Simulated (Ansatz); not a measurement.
# Cu(111) slab, 3 layers: relaxing the cell for a phonon run

Wanted: the relaxed cell of Cu(111) slab, 3 layers.

Main program and level: Ansatz 0.2.0; DFT PBEsol, scalar-relativistic, plane waves, PAW.

### Step 1. The structure

The cell holds 3 atoms: 3 Cu. Cell: a = 2.553 Å, b = 2.553 Å, c = 17.168 Å, α = 90.0°, β = 90.0°, γ = 120.0°. Vacuum lies along c.

As a file:

```cif
data_structure
_symmetry_space_group_name_H-M 'P 1'
_symmetry_Int_Tables_number 1
_cell_length_a 2.5527
_cell_length_b 2.5527
_cell_length_c 17.1685
_cell_angle_alpha 90.000
_cell_angle_beta 90.000
_cell_angle_gamma 120.000
_cell_volume 96.88
loop_
_atom_site_label
_atom_site_type_symbol
_atom_site_fract_x
_atom_site_fract_y
_atom_site_fract_z
_atom_site_occupancy
Cu1 Cu 0.00000 0.00000 0.37860 1
Cu2 Cu 0.33333 0.66667 0.50000 1
Cu3 Cu 0.66667 0.33333 0.62140 1
```

### Step 2. Probe on a coarse mesh

A quick single point on a coarse mesh tells whether the cell has a gap and how far it is from rest, which sets the k mesh and smearing that follow.

The program solves this slab on a cell height of its own, 32.1 Å, in place of the one typed.

input.yaml reads:

```yaml
crystal:
  lattice:
    - [2.55266, 0.0, 0.0]
    - [-1.27633, 2.21066, 0.0]
    - [0.0, 0.0, 17.16847]
  atoms:
    - { symbol: Cu, position: [0.0, 0.0, 0.378601] }
    - { symbol: Cu, position: [0.333333, 0.666667, 0.5] }
    - { symbol: Cu, position: [0.666667, 0.333333, 0.621399] }
  periodic: [true, true, false]
kpoints:
  mp_grid: { grid: [9, 9, 1] }
hamiltonian:
  xc: pbesol
scf:
  occupations: { method: gaussian, width: 0.1 }
output:
  forces: true
  stress: true
  eigenvalues: true
```

Run with:

```sh
ansatz run input.yaml --threads 8 --pin off --max-ram 14336MiB --backend cpu --events-out ev --progress --plain --runs-dir out
```

Numbers of over 12 decimals in the logs are rounded to 6 here.

Output:

```text
[...]
k-point 1: bands = [... 25 lower, -7.0669, -6.8604, -6.7815, -6.5535, -5.9108, -4.2625, -0.1980 (-0.2008°), 0.2330 (0.2045°), ... 2 higher]
  k-point 2: bands = [... 25 lower, -7.0382, -6.8096, -6.7250, -6.5485, -4.9869, -2.5970, 0.7975 (0.7961°), 1.3855 (1.3551°), ... 2 higher]
  k-point 11: bands = [... 25 lower, -6.6726, -6.6399, -1.3033, -1.3033, -0.9056, -0.2682, 1.0825, 1.0825, ... 2 higher]
  ° read free of the cell's end (the report's vacuum.weakly_bound_levels)
[key lines of the parts left out:]
SCF converged after 9 iterations
Free energy (F): -19765.106941 eV
Fermi energy:    -4.982340 eV
P = ½ c Tr σ = -7.6649 N/m
```

Wall time 0.88 s (8 threads of Arm Neoverse V2, shared host); peak memory 0.59 GiB.

Numbers from this step:

- gap on the k-mesh: 0 eV
- area per atom: 1.881 Å²

The coarse mesh shows no gap.

### Step 3. Relaxation

The cell and atoms are relaxed, since residual forces and stress would shift the frequencies.

The program solves this slab on a cell height of its own, 32.1 Å, in place of the one typed.

Changes to input.yaml since step 2:

```diff
@@ -11,3 +11,3 @@
 kpoints:
-  mp_grid: { grid: [9, 9, 1] }
+  mp_grid: { grid: [15, 15, 1] }
 hamiltonian:
@@ -20 +20,10 @@
   eigenvalues: true
+  write_density: true
+  write_potential: true
+  elf: true
+  volumetric_format: npy
+relax:
+  adjacent_minimum: "off"
+  f_tol: 0.005
+  max_steps: 80
+  cell: { stress_2d_tol: 0.02 }
```

Output:

```text
[...]
Crystal: 3 atoms, lattice volume = 181.351 Å³
Basis set: ecut = 420 eV, 3617 PW (Γ), exchange–correlation on 36×36×432 points (8 copies of the dense FFT grid, shifted against one another)
Bands: 35, of which v1, the nominal top of the filled ones, is band 29 counted from 1 (28 counted from 0)
Symmetry: 12 space group operations
[...]
k-points: 27 of 225
[...]
SCF iter   1: F=—  HF=-19765.162880 eV  |F-HF|=—  |Δ(HF+E_count)|=         —  Δρ=8.54e-3  dr2=7.31e-2  ethr=1.77e-3  ⟨swp⟩=13.2  Hψ=6279  notcnv=0  defer=2
[...]
SCF iter  11: F=-19765.148244 eV  HF=-19765.148244 eV  |F-HF|=9.09e-11  |Δ(HF+E_count)|=  6.37e-10  Δρ=1.24e-7  dr2=2.86e-11  ethr=1.30e-12  ⟨swp⟩=9.4  Hψ=6725  notcnv=0
SCF 1 converged in 11 iterations: F = -19765.148244 eV  dr2 = 2.86e-11
[...]
relax step   1: F+E_penalty+E_count = -19765.14824360 eV  Δ(F+E_penalty+E_count) = +0.000e0 eV  max|allowed force component| = 3.123e-1 eV/Å  Δτ_max = 0.0000 Å  P = -7.521 N/m  Ω = 181.351 Å³  fix = [c, alpha, beta]  reactions: c -0.000 N/m  (11 SCF iters, dr2 threshold 1.00e-7 eV, accepted)
Crystal: 3 atoms, lattice volume = 176.369 Å³
Basis set: ecut = 420 eV, 3449 PW (Γ), exchange–correlation on 36×36×432 points (8 copies of the dense FFT grid, shifted against one another)
[...]
iter 1 solved again at ethr=7.45e-5 eV; its pass at ethr=3.10e-3 eV (dr2=4.25e-2 eV) is discarded
[...]
SCF iter  10: F=-19765.216164 eV  HF=-19765.216164 eV  |F-HF|=8.91e-10  |Δ(HF+E_count)|=   7.83e-9  Δρ=2.71e-7  dr2=1.07e-10  ethr=4.14e-12  ⟨swp⟩=11.0  Hψ=7390  notcnv=0
SCF 2 converged in 10 iterations: F = -19765.216164 eV  dr2 = 1.07e-10
relax step   2: F+E_penalty+E_count = -19765.21616352 eV  Δ(F+E_penalty+E_count) = -6.792e-2 eV  max|allowed force component| = 1.470e-1 eV/Å  Δτ_max = 0.0197 Å  P = -4.387 N/m  Ω = 176.369 Å³  energy of the carried Pulay correction = +6.865e-4 eV  fix = [c, alpha, beta]  reactions: c -0.000 N/m  (10 SCF iters, dr2 threshold 3.00e-7 eV, accepted)
Crystal: 3 atoms, lattice volume = 169.312 Å³
Basis set: ecut = 420 eV, 3197 PW (Γ), exchange–correlation on 36×36×432 points (8 copies of the dense FFT grid, shifted against one another)
[...]
SCF iter  10: F=-19765.243782 eV  HF=-19765.243782 eV  |F-HF|=2.97e-9  |Δ(HF+E_count)|=   7.07e-9  Δρ=7.87e-7  dr2=8.07e-10  ethr=1.98e-11  ⟨swp⟩=11.8  Hψ=7752  notcnv=0
SCF 3 converged in 10 iterations: F = -19765.243782 eV  dr2 = 8.07e-10
relax step   3: F+E_penalty+E_count = -19765.24378245 eV  Δ(F+E_penalty+E_count) = -2.762e-2 eV  max|allowed force component| = 3.034e-2 eV/Å  Δτ_max = 0.0094 Å  P = +0.941 N/m  Ω = 169.312 Å³  energy of the carried Pulay correction = +1.692e-3 eV  fix = [c, alpha, beta]  reactions: c +0.000 N/m  (10 SCF iters, dr2 threshold 3.00e-7 eV, accepted)
[...]
relax step   4: F+E_penalty+E_count = -19765.24430828 eV  Δ(F+E_penalty+E_count) = -5.258e-4 eV  max|allowed force component| = 1.302e-2 eV/Å  Δτ_max = 0.0020 Å  P = -0.473 N/m  Ω = 170.986 Å³  energy of the carried Pulay correction = +1.450e-3 eV  fix = [c, alpha, beta]  reactions: c -0.000 N/m  (7 SCF iters, dr2 threshold 3.00e-7 eV, accepted)
[...]
relax step   5: F+E_penalty+E_count = -19765.24466330 eV  Δ(F+E_penalty+E_count) = -3.550e-4 eV  max|allowed force component| = 8.567e-5 eV/Å  Δτ_max = 0.0004 Å  P = -0.009 N/m  Ω = 170.416 Å³  energy of the carried Pulay correction = +1.532e-3 eV  fix = [c, alpha, beta]  reactions: c -0.000 N/m  (7 SCF iters, dr2 threshold 2.78e-7 eV, accepted)
[...]
relax step   6: F+E_penalty+E_count = -19765.24271312 eV  Δ(F+E_penalty+E_count) = +1.950e-3 eV  max|allowed force component| = 7.301e-5 eV/Å  Δτ_max = 0.0000 Å  P = +0.026 N/m  Ω = 170.416 Å³  fix = [c, alpha, beta]  reactions: c +0.000 N/m  stress off target by 2.62e-2 N/m on what of the cell is left free  SCF on the basis re-selected at this cell (its energy is not comparable with the rows above)  (9 SCF iters)
[...]
relax step   7: F+E_penalty+E_count = -19765.24270830 eV  Δ(F+E_penalty+E_count) = +4.814e-6 eV  max|allowed force component| = 9.628e-6 eV/Å  Δτ_max = 0.0001 Å  P = -0.000 N/m  Ω = 170.452 Å³  energy of the carried Pulay correction = -5.703e-6 eV  fix = [c, alpha, beta]  reactions: c -0.000 N/m  (9 SCF iters, accepted)
[...]
SCF iter   9: F=-19765.242716 eV  HF=-19765.242716 eV  |F-HF|=1.49e-10  |Δ(HF+E_count)|=  4.00e-11  Δρ=2.91e-8  dr2=5.50e-13  ethr=1.00e-12  ⟨swp⟩=12.3  Hψ=6086  notcnv=0
SCF 8 converged in 9 iterations: F = -19765.242716 eV  dr2 = 5.50e-13
relax step   8: F+E_penalty+E_count = -19765.24271565 eV  Δ(F+E_penalty+E_count) = -7.344e-6 eV  max|allowed force component| = 1.021e-5 eV/Å  Δτ_max = 0.0000 Å  P = -0.000 N/m  Ω = 170.452 Å³  fix = [c, alpha, beta]  reactions: c -0.000 N/m  stress off target by 3.43e-4 N/m on what of the cell is left free  SCF on the basis re-selected at this cell (its energy is not comparable with the rows above)  (9 SCF iters)
basis re-selected at this cell: Δ(F+E_penalty+E_count) = -7.344e-6 eV, ΔP = -0.000 N/m vs the last step (what re-selecting the basis moved, of the pressure what is left beyond the Pulay correction that the steps carried, after the strain that the cell walked since its last selection, with what the two solves' SCF thresholds leave and, on support functions, any second-order correction that the steps lacked; it is no m [...]
SCF converged after 9 iterations
Free energy (F): -19765.242716 eV
[...]
Internal energy: -19765.240191 eV  (E = F + TS)
E sigma→0 (E₀):  -19765.241453 eV
Entropy (-TS):   -0.002525 eV (-0.842 meV/atom)
Fermi energy:    -4.930021 eV
[...]
--- Forces (eV/Å), atoms counted from 1 ---
  atom   1  Cu     0.00000000     0.00000000     0.00001021
  atom   2  Cu     0.00000000    -0.00000000     0.00000000
  atom   3  Cu    -0.00000000     0.00000000    -0.00001021
  max |Σ_I F_I| component: 1.68e-29 eV/Å
--- 2D stress c σ (N/m, compression-positive) ---
       -0.000343      -0.000000      -0.000000
       -0.000000      -0.000343      -0.000000
       -0.000000      -0.000000      -0.000000
  P = ½ c Tr σ = -0.0003 N/m
--- Band table (eV; the first three rows and the last of 27) ---
  k-point 0: bands = [... 25 lower, -6.7986, -6.7986, -6.6530, -6.5695, -6.5695, -5.3279, -0.5100 (-0.5138°), -0.1631 (-0.1888°), ... 2 higher]
  k-point 1: bands = [... 25 lower, -7.0559, -6.8019, -6.7955, -6.5691, -6.2826, -4.9162, -0.3828 (-0.3863°), -0.0152 (-0.0412°), ... 2 higher]
  k-point 2: bands = [... 25 lower, -7.1846, -6.9483, -6.8160, -6.5677, -5.7806, -4.0571, -0.0018 (-0.0044°), 0.4281 (0.4011°), ... 2 higher]
  k-point 26: bands = [... 25 lower, -6.7105, -6.6613, -0.9182, -0.9182, -0.4176, 0.1297, 1.6011, 1.6011, ... 2 higher]
  ° read free of the cell's end (the report's vacuum.weakly_bound_levels)
--- Relaxed structure (6 steps of the walk, 6 accepted, 2 SCFs on fresh bases) ---
  F+E_penalty+E_count = -19765.24271565 eV   max|allowed force component| = 1.021e-5 eV/Å   (the final SCF, on the basis selected at the relaxed cell)
  cell:  # Å, volume = 170.4515 Å³
    - [2.474759, 0.0, 0]
    - [-1.237379, 2.143204, 0]
    - [0, 0, 32.13694035812]
  atoms:
    - { symbol: Cu, position: [1.3813687919989631e-18, 0, 0.203115] }
    - { symbol: Cu, position: [0.333333, 0.666667, 0.267114] }
    - { symbol: Cu, position: [0.666667, 0.333333, 0.331113] }
```

It took 15 s on 8 threads; peak memory 0.69 GiB.

The steps of the relaxation:

| step | energy less that of the first step (eV) | largest force component (eV/Å) | volume (Å³) |
| --- | --- | --- | --- |
| 1 | 0.0000 | 0.3123 | 181.35 |
| 2 | -0.0679 | 0.1470 | 176.37 |
| 3 | -0.0955 | 0.0303 | 169.31 |
| 4 | -0.0961 | 0.0130 | 170.99 |
| 5 | -0.0964 | 0.0001 | 170.42 |
| 6* | -0.0945 | 0.0001 | 170.42 |
| 7 | -0.0945 | 0.0000 | 170.45 |
| 8* | -0.0945 | 0.0000 | 170.45 |

Relaxation steps marked * repeat the geometry before them on a plane-wave basis chosen anew for their cell, so energy and pressure can jump there.

The run keeps the 12 symmetry operations that it works with, so distortions that break them were not tested.

| cell as run | before | after | change |
| --- | --- | --- | --- |
| a (Å) | 2.553 | 2.475 | -3.1 % |
| b (Å) | 2.553 | 2.475 | -3.1 % |

The atoms that moved most (Å, along periodic axes as changes of fractional coordinates times the final cell, across vacuum about the mean position):

| atom | dx | dy | dz | length |
| --- | --- | --- | --- | --- |
| Cu3 | 0.000 | 0.000 | -0.028 | 0.028 |
| Cu1 | 0.000 | 0.000 | 0.028 | 0.028 |

Final coordinates:

```
Cu
1.0
     2.47476    0.00000    0.00000
    -1.23738    2.14320    0.00000
     0.00000    0.00000   32.13694
Cu
3
Direct
  0.00000 0.00000 0.20312
  0.33333 0.66667 0.26711
  0.66667 0.33333 0.33111
```

This step gave:

```
area per atom : 1.768 Å²
```

Electrostatic potential energy in the ac plane at fractional y = 0.000, with atoms of Cu within 0.2 Å of it. With pseudopotentials it is smooth inside the atoms' cores, unlike the true potential.

Values in eV, 24 rows by 13 columns, each cell a mean:
```
  0   0   0   0   0   0   0   0   0   0   0   0   0
  0   0   0   0   0   0   0   0   0   0   0   0   0
  0   0   0   0   0   0   0   0   0   0   0   0   0
  0   0   0   0   0   0   0   0   0   0   0   0   0
  0   0   0   0   0   0   0   0   0   0   0   0   0
  0   0   0   0   0   0   0   0   0   0   0   0   0
  0   0   0   0   0   0   0   0   0   0   0   0   0
  0   0   0   0   0   0   0   0   0   0   0   0   0
  0   0   0   0   0   0   0   0   0   0   0   0   0
  0   0   0   0   0   0   0   0   0   0   0   0   0
  0   0   0   0   0   0   0   0   0   0   0   0   0
  0   0   0   0   0   0   0   0   0   0   0   0   0
  0   0   0   0   0   0   0   0   0   0   0   0   0
  0   0   0   0   0   0   0   0   0   0   0   0   0
  0   0   0   0   0   0   0   0   0   0   0   0   0
 -3  -3  -4  -5  -9 -12 -14 -14 -12  -9  -5  -4  -3
 -3  -3  -4  -6  -9 -13 -14 -14 -13  -9  -6  -4  -3
 -4  -4  -6  -8 -13 -20 -22 -22 -20 -13  -8  -6  -4
-19 -19 -18 -16 -12  -7  -6  -6  -7 -12 -16 -18 -19
-22 -21 -20 -18 -13  -6  -4  -4  -6 -13 -18 -20 -21
 -1  -1  -1  -1   0   0   0   0   0   0  -1  -1  -1
  0   0   0   0   0   0   0   0   0   0   0   0   0
  0   0   0   0   0   0   0   0   0   0   0   0   0
  0   0   0   0   0   0   0   0   0   0   0   0   0
```
Columns run along a (2.5 Å; values clipped at the 3rd and 97th percentile), rows up along c (32.1 Å). Atoms in or near the plane, at fractional coordinates: Cu at (0.00, 0.20).

ELF in the ac plane at fractional y = 0.000, with atoms of Cu within 0.2 Å of it. It is the smooth field of the valence electrons, not physical close to the nuclei.

Ten even steps from '0' (0.00) to '9' (0.43), each cell a mean:
```
0000000000000
0000000000000
0000000000000
0000000000000
0000000000000
0000000000000
0000000000000
0000000000000
0000000000000
0000000000000
0000000000000
0000000000000
0000000000000
0000000000000
2222222222222
7654444444456
6554444444455
6654444444456
8864445544468
9964445544469
1122222222221
0000000000000
0000000000000
0000000000000
```
Columns run along a (2.5 Å), rows up along c (32.1 Å). Atoms in or near the plane, at fractional coordinates: Cu at (0.00, 0.20).

Valence density in the ac plane at fractional y = 0.000, with atoms of Cu within 0.2 Å of it. It is the smooth field of the valence electrons, not physical close to the nuclei.

Ten steps, logarithmic in the rise over the least value, from '0' (0 e/Å³) to '9' (19 e/Å³), each cell a mean:
```
0000000000000
0000000000000
0000000000000
0000000000000
0000000000000
0000000000000
0000000000000
0000000000000
0000000000000
0000000000000
0000000000000
0000000000000
0000000000000
0000000000000
0000000000000
1111223322111
1111223322211
1112234432211
9864221122468
9974211112479
0000000000000
0000000000000
0000000000000
0000000000000
```
Columns run along a (2.5 Å), rows up along c (32.1 Å). Atoms in or near the plane, at fractional coordinates: Cu at (0.00, 0.20).

### Step 4. Relaxing to small forces for the phonons

Phonons need a cell at rest on their own settings, so the relaxation is repeated with tight tolerances on forces and stress, using the mesh and the filling of the phonon run that follows.

input.yaml, the sections that differ from step 3:

```yaml
crystal:
  lattice:
    - [2.474758559, 0.0, 0.0]
    - [-1.2373792795, 2.1432037804, 0.0]
    - [0.0, 0.0, 32.1369403581]
  atoms:
    - { symbol: Cu, position: [0.0, 0.0, 0.2031153403] }
    - { symbol: Cu, position: [0.3333333333, 0.6666666667, 0.2671142587] }
    - { symbol: Cu, position: [0.6666666667, 0.3333333333, 0.331113177] }
  periodic: [true, true, false]
kpoints:
  mp_grid: { grid: [18, 18, 1] }
scf:
  occupations: { method: methfessel_paxton, width: 0.15 }
relax:
  adjacent_minimum: "off"
  f_tol: 0.001
  max_steps: 60
  cell: { stress_2d_tol: 0.002 }
# hamiltonian, output: as in step 3
```

Output:

```text
[...]
Crystal: 3 atoms, lattice volume = 170.452 Å³
Basis set: ecut = 420 eV, 3221 PW (Γ), exchange–correlation on 36×36×432 points (8 copies of the dense FFT grid, shifted against one another)
Bands: 35, of which v1, the nominal top of the filled ones, is band 29 counted from 1 (28 counted from 0)
Symmetry: 12 space group operations
[...]
k-points: 37 of 324
[...]
° read free of the cell's end (the report's vacuum.weakly_bound_levels)
--- Relaxed structure (5 steps of the walk, 5 accepted, 2 SCFs on fresh bases) ---
[...]
cell:  # Å, volume = 169.7615 Å³
    - [2.469745, 0.0, 0]
    - [-1.234872, 2.138862, 0]
    - [0, 0, 32.1369403581]
  atoms:
    - { symbol: Cu, position: [-2.891692058644649e-19, 0, 0.202814] }
    - { symbol: Cu, position: [0.333333, 0.666667, 0.267114] }
    - { symbol: Cu, position: [0.666667, 0.333333, 0.331414] }
[key lines of the parts left out:]
SCF converged after 11 iterations
Free energy (F): -19765.187236 eV
Fermi energy:    -4.990012 eV
P = ½ c Tr σ = 0.0000 N/m
```

Run time: 17 s. Hardware: 8 threads; peak memory 0.73 GiB.

Relaxation path:

| step | energy less that of the first step (eV) | largest force component (eV/Å) | volume (Å³) |
| --- | --- | --- | --- |
| 1 | 0.0000 | 0.0285 | 170.45 |
| 2 | -0.0003 | 0.0202 | 170.26 |
| 3 | -0.0006 | 0.0008 | 169.72 |
| 4 | -0.0006 | 0.0000 | 169.76 |
| 5* | -0.0005 | 0.0000 | 169.76 |
| 6 | -0.0005 | 0.0000 | 169.76 |
| 7* | -0.0005 | 0.0000 | 169.76 |

Relaxation steps marked * repeat the geometry before them on a plane-wave basis chosen anew for their cell, so energy and pressure can jump there.

Forces are held to the 12 operations that the run works with; a distortion that breaks them can't arise in this run.

| cell as run | before | after | change |
| --- | --- | --- | --- |
| a (Å) | 2.475 | 2.470 | -0.2 % |
| b (Å) | 2.475 | 2.470 | -0.2 % |

The relaxed structure:

```xyz
3
Lattice="2.4697 0.0000 0.0000 -1.2349 2.1389 0.0000 0.0000 0.0000 32.1369" Properties=species:S:1:pos:R:3
Cu    0.0000    0.0000    6.5178
Cu    0.0000    1.4259    8.5842
Cu    1.2349    0.7130   10.6506
```

Numbers from this step:

| Property | Result |
| --- | --- |
| area per atom | 1.761 Å² |

Electrostatic potential energy in the ac plane at fractional y = 0.000, with atoms of Cu within 0.2 Å of it. With pseudopotentials it is smooth inside the atoms' cores, unlike the true potential.

Ten even steps from '_' (-22 eV) to '@' (0 eV), each cell a mean:
```
@@@@@@@@@@@@@@@@@@@@@@@@@@
@@@@@@@@@@@@@@@@@@@@@@@@@@
@@@@@@@@@@@@@@@@@@@@@@@@@@
@@@@@@@@@@@@@@@@@@@@@@@@@@
@@@@@@@@@@@@@@@@@@@@@@@@@@
@@@@@@@@@@@@@@@@@@@@@@@@@@
@@@@@@@@@@@@@@@@@@@@@@@@@@
@@@@@@@@@@@@@@@@@@@@@@@@@@
@@@@@@@@@@@@@@@@@@@@@@@@@@
@@@@@@@@@@@@@@@@@@@@@@@@@@
@@@@@@@@@@@@@@@@@@@@@@@@@@
@@@@@@@@@@@@@@@@@@@@@@@@@@
@@@@@@@@@@@@@@@@@@@@@@@@@@
@@@@@@@@@@@@@@@@@@@@@@@@@@
@@@@@@@@@@@@@@@@@@@@@@@@@@
%%%%%%##**==----==**##%%%%
%%%%%%##++==----==++##%%%%
%%####**--..____..--**####
......::==**####**==::....
____....--##%%%%##--....__
@@@@@@@@@@@@@@@@@@@@@@@@@@
@@@@@@@@@@@@@@@@@@@@@@@@@@
@@@@@@@@@@@@@@@@@@@@@@@@@@
@@@@@@@@@@@@@@@@@@@@@@@@@@
```
Columns run along a (2.5 Å; values clipped at the 3rd and 97th percentile), rows up along c (32.1 Å). Atoms in or near the plane, at fractional coordinates: Cu at (0.00, 0.20).

ELF in the ac plane at fractional y = 0.000, with atoms of Cu within 0.2 Å of it. It is the smooth field of the valence electrons, not physical close to the nuclei.

Ten even steps from '0' (0.00) to '9' (0.43), each cell a mean:
```
0000000000000
0000000000000
0000000000000
0000000000000
0000000000000
0000000000000
0000000000000
0000000000000
0000000000000
0000000000000
0000000000000
0000000000000
0000000000000
0000000000000
2222222222222
7654444444456
6554444444455
6654344444456
8764445544467
9964445544469
2222222222222
0000000000000
0000000000000
0000000000000
```
Columns run along a (2.5 Å), rows up along c (32.1 Å). Atoms in or near the plane, at fractional coordinates: Cu at (0.00, 0.20).

Valence density in the ac plane at fractional y = 0.000, with atoms of Cu within 0.2 Å of it. It is the smooth field of the valence electrons, not physical close to the nuclei.

Values in e/Å³, 24 rows by 13 columns, each cell a mean:
```
 0  0  0  0  0  0  0  0  0  0  0  0  0
 0  0  0  0  0  0  0  0  0  0  0  0  0
 0  0  0  0  0  0  0  0  0  0  0  0  0
 0  0  0  0  0  0  0  0  0  0  0  0  0
 0  0  0  0  0  0  0  0  0  0  0  0  0
 0  0  0  0  0  0  0  0  0  0  0  0  0
 0  0  0  0  0  0  0  0  0  0  0  0  0
 0  0  0  0  0  0  0  0  0  0  0  0  0
 0  0  0  0  0  0  0  0  0  0  0  0  0
 0  0  0  0  0  0  0  0  0  0  0  0  0
 0  0  0  0  0  0  0  0  0  0  0  0  0
 0  0  0  0  0  0  0  0  0  0  0  0  0
 0  0  0  0  0  0  0  0  0  0  0  0  0
 0  0  0  0  0  0  0  0  0  0  0  0  0
 0  0  0  0  0  0  0  0  0  0  0  0  0
 0  0  0  0  0  1  1  1  1  0  0  0  0
 0  0  0  0  0  1  1  1  1  0  0  0  0
 0  0  0  0  1  1  1  1  1  1  0  0  0
12  9  4  1  1  0  0  0  0  1  1  4  9
19 14  6  2  1  0  0  0  0  1  2  6 14
 0  0  0  0  0  0  0  0  0  0  0  0  0
 0  0  0  0  0  0  0  0  0  0  0  0  0
 0  0  0  0  0  0  0  0  0  0  0  0  0
 0  0  0  0  0  0  0  0  0  0  0  0  0
```
Columns run along a (2.5 Å), rows up along c (32.1 Å). Atoms in or near the plane, at fractional coordinates: Cu at (0.00, 0.20).

The largest force component left is 0.0064 meV/Å, within the tolerances set.

### Step 5. Outcome

```
space group after relaxation (within 0.01 Å) : P-3m1
lattice constant a                           : 2.470 Å
lattice constant b                           : 2.470 Å
area per atom                                : 1.76 Å²
```

The largest force component left is 0.0064 meV/Å, within the tolerances set. The relaxation keeps the symmetry of its start, so it says nothing on stability against lower symmetry. The starting cell was built on a prototype and not taken from a measurement.

[Logs are printed without paths, hosts, clocks, repeated set-up lines and the standing remarks that a program may print on its own settings, such as how far it seeks lower states.]

[Hosts, paths, dates, database ids (printed as entryN), source tags and the programs' standing remarks are cut or masked in the printed files.]
